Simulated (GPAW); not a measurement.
# CaC2 (Immm): G0W0 with GPAW, start to end, part 2 of 2

Aim: the G0W0 gap of CaC2 (Immm) on LDA, step by step.

GPAW 26.7.0; LDA and many-body steps on it, plane waves. Known limits of the many-body steps: not at the basis limit; coarse k mesh.

So far. Step 3 (Bands along the symmetry lines): The gap is 2.270 eV, +0.004 eV from the run before at this level. Step 4 (Empty states on the mesh, 4×4×4 mesh, 90 bands): On this mesh the gap is 2.266 eV.

## (5) Screening and self-energy, 4×4×4 mesh, 80 bands, screening to 80 eV

Now the one-shot GW correction: screening in the RPA, then the self-energy of the levels asked for.

This step: G0W0 on LDA, plane waves, PAW.

Contents of run.py:

```python
import json
import numpy as np
from gpaw.mpi import world
from gpaw.response.g0w0 import G0W0

gw = G0W0('full.gpw',
    filename='gw',
    kpts=[0, 3],
    bands=(7, 11),
    ecut=80,
    nbands=80,
    integrate_gamma='WS',
    ppa=True)
gw.calculate()
res = {mode: {k: v for k, v in r.items() if k != 'sigma_eskwn'}
       for mode, r in gw.all_results.items()}

if world.rank == 0:
    with open('result.json', 'w') as f:
        json.dump(res, f, default=lambda x: x.tolist())
```

Started as:

```sh
mpirun -n 4 gpaw python run.py
```

Numbers of over 12 decimals in the logs are rounded to 6 here.

What it wrote:

```text
Using integrator: PointIntegrator
FrequencyGridDescriptor(from 0.000+0.000j to 0.000+27.211j eV, 2 points)
Nonperiodic BCs:  [False False False]
Using integrator: PointIntegrator
FrequencyGridDescriptor(from 0.000+0.000j to 0.000+27.211j eV, 2 points)
Nonperiodic BCs:  [False False False]
  ___  _ _ _
 |   || | | |
 | | || | | |
 |__ ||_____|
 |___|

BZ k-points: Symmetries present (total): 8

  [... matrices ...]
64 k-points: 4 x 4 x 4 Monkhorst-Pack grid + [1/8,1/8,1/8]
18 k-points in the irreducible part of the Brillouin zone
       k-points in crystal coordinates                weights
   0:     0.00000000    0.00000000    0.00000000          1/64
   1:     0.25000000   -0.25000000   -0.25000000          2/64
   2:     0.25000000   -0.25000000    0.00000000          4/64
   3:     0.25000000   -0.25000000    0.25000000          2/64
   4:     0.25000000    0.00000000   -0.25000000          4/64
   5:     0.25000000    0.00000000    0.00000000          4/64
   6:     0.25000000    0.25000000   -0.25000000          2/64
   7:     0.25000000    0.25000000    0.25000000          2/64
   8:     0.50000000    0.00000000    0.00000000          2/64
   9:     0.50000000    0.00000000    0.25000000          8/64
          ...
  17:     0.50000000    0.50000000    0.50000000          1/64

Distributing spins, k-points and bands (1 x 2 x 4) over 4 processes
Number of blocks: 1

Quasi particle states:
k-points (IBZ indices): [0, 3]
Band range: (7, 11)
  [... matrices ...]
Computational parameters:
Plane wave cut-off: 80 eV
Number of bands: 80
Coulomb cutoff: None
Broadening: 0.1 eV

fxc modes: GW
Kernel: RPA
Using Godby-Needs plasmon-pole approximation:
  Fitting energy: i*E0, E0 = 1.000 Hartree
Summing all q:

Calculating screened Coulomb potential
No Coulomb truncation
FrequencyGridDescriptor(from 0.000+0.000j to 0.000+27.211j eV, 2 points)
Removing empty qpoint cache files...

Calculating chi0 body with:
    Ground state adapter containing:
    Number of spins: 1
    Number of kpoints: 64
    Number of irreducible kpoints: 18
    Number of completely occupied states: 9
    Number of partially occupied states: 9
    Occupied states memory: 1.8984375 M / cpu

    Linear response parametrization:
    q_c: [0.0, 0.0, 0.0]
    Number of frequency points: 2
    Planewave cutoff: 80.0
    Number of bands: 80
    Number of planewaves: 71
    Broadening (eta): 1e-06
    comm.size: 4
    kncomm.size: 4
    blockcomm.size: 1

    Memory estimate of potentially large arrays:
        chi0_wGG: 0.153839 M / cpu
Integrating chi0 body.

Symmetries of q_c:
    Direct symmetries (Uq -> q): 8
    Indirect symmetries (TUq -> q): 0
In total 8 allowed symmetries.

  [... matrices ...]
18 groups of equivalent kpoints. 71.875% reduction.

Integral kind: response function
Integrating chi0 head and wings.

Symmetries of q_c:
    Direct symmetries (Uq -> q): 8
    Indirect symmetries (TUq -> q): 0
In total 8 allowed symmetries.

  [... matrices ...]
18 groups of equivalent kpoints. 71.875% reduction.

Integral kind: response function wings

Calculating chi0 body with:
    Ground state adapter containing:
    Number of spins: 1
    Number of kpoints: 64
    Number of irreducible kpoints: 18
    Number of completely occupied states: 9
    Number of partially occupied states: 9
    Occupied states memory: 1.8984375 M / cpu

    Linear response parametrization:
[... the further q-points ...]

Results:
f:      Occupation numbers
eps:     KS-eigenvalues [eV]
vxc:     KS vxc [eV]
exx:     Exact exchange [eV]
sigma:   Self-energies [eV]
dsigma:  Self-energy derivatives
Z:       Renormalization factors
qp:      QP-energies [eV]

k-point 0 (0): (0.000, 0.000, 0.000)                GW
band       f     eps     vxc     exx   sigma  dsigma       Z      qp
                                                                   GW
   7   1.000   1.704 -14.868 -17.411   1.731  -0.266   0.790   1.063
   8   1.000   1.965 -14.713 -17.212   1.703  -0.269   0.788   1.338
   9   0.000   4.520 -12.227  -6.935  -3.335  -0.220   0.819   6.124
  10   0.000   5.784 -14.108  -8.261  -3.442  -0.229   0.814   7.742

k-point 1 (3): (0.250, -0.250, 0.250)                GW
band       f     eps     vxc     exx   sigma  dsigma       Z      qp
                                                                   GW
   7   1.000   1.324 -14.263 -16.971   1.881  -0.272   0.786   0.674
   8   1.000   2.255 -15.707 -19.564   3.100  -0.278   0.783   1.662
   9   0.000   6.301 -13.416  -7.562  -3.726  -0.234   0.810   8.026
  10   0.000   7.458 -13.796  -6.780  -4.361  -0.217   0.822   9.640
```

Wall time 41 s (4 MPI ranks of Arm Neoverse V1, shared host); peak memory 1.1 GiB.

This step gave:

```yaml
g0w0_gap_on_the_points_computed: 4.462 eV
least_direct_g0w0_gap_on_the_computed_points: 4.786 eV
z_at_the_valence_top: 0.7827
z_at_the_conduction_bottom: 0.8195
starting_gap_on_the_mesh: 2.266 eV
k_of_the_valence_top: 0.25, -0.25, 0.25
k_of_the_conduction_bottom: 0, 0, 0
```

The gap on the mesh goes from 2.27 eV to 4.46 eV, a correction of +2.20 eV.

Limits: finite bands, cutoff and mesh; coarse k mesh. v1 is the top filled band, c1 the lowest empty one. Levels before and after the correction, in eV, zero at the valence-band top of each column:

```tsv
	conduction bottom	valence top
Kohn-Sham	2.27	0.00
G0W0	4.46	0.00
```

```tsv
	level	energy (eV)
Kohn-Sham	Γ v2	-0.550
Kohn-Sham	Γ v1	-0.290
Kohn-Sham	Γ c1	2.266
Kohn-Sham	Γ c2	3.530
Kohn-Sham	(0.25 -0.25 0.25) v2	-0.931
Kohn-Sham	(0.25 -0.25 0.25) v1	0.000
Kohn-Sham	(0.25 -0.25 0.25) c1	4.046
Kohn-Sham	(0.25 -0.25 0.25) c2	5.204
G0W0	Γ v2	-0.600
G0W0	Γ v1	-0.324
G0W0	Γ c1	4.462
G0W0	Γ c2	6.080
G0W0	(0.25 -0.25 0.25) v2	-0.989
G0W0	(0.25 -0.25 0.25) v1	0.000
G0W0	(0.25 -0.25 0.25) c1	6.363
G0W0	(0.25 -0.25 0.25) c2	7.978
```

## (6) Where the time went

Times are wall times on 4 MPI ranks of Arm Neoverse V1, shared host, good to a factor of about two.

```tsv
step	time	share	memory (GiB)
ground state	20 s	20 %	0.68
bands along the symmetry lines	14 s	14 %	0.74
empty states on the mesh	25 s	25 %	0.74
screening and self-energy	41 s	41 %	1.1
```

## (7) What came out

| Property | Result |
| --- | --- |
| LDA gap | 2.27 eV, indirect |
| G0W0 gap on the mesh | 4.46 eV |
| GW settings | 4×4×4 mesh, 80 bands, screening to 80 eV, Godby-Needs plasmon pole |
| known limits | not at the basis limit; coarse k mesh |

**Reading.** G0W0 moves the gap on the mesh from 2.27 eV to 4.46 eV (+2.20 eV), with Z of 0.78 and 0.82 at the edges. Only 2 of the mesh's irreducible points were corrected, so a valley elsewhere could overtake. The dearest step here is «screening and self-energy». Bands and cutoff are finite, so the gap is not at the basis limit. The miss can reach some tenths of an eV and take either sign; the mesh is an error of its own. These stock PAW sets were not made for GW. In the G0W0 run levels were corrected at 2 k points alone, so a gap called «on the mesh» is the least over those, and an edge elsewhere would be missed. The 4×4×4 mesh is coarse for this cell, which bears on the long-range parts of exchange and screening.

[Paths, hosts, dates, memory and timing lines, banners, echoed tables and standing remarks are left out of the program output.]

[Logs are printed without paths, hosts, clocks, repeated set-up lines and the standing remarks that a program may print on its own settings, such as how far it seeks lower states.]

[Runs of the session that timed out or met a known fault of the program may be left out.]

[Hosts, paths, dates, database ids (printed as entryN), source tags and the programs' standing remarks are cut or masked in the printed files.]
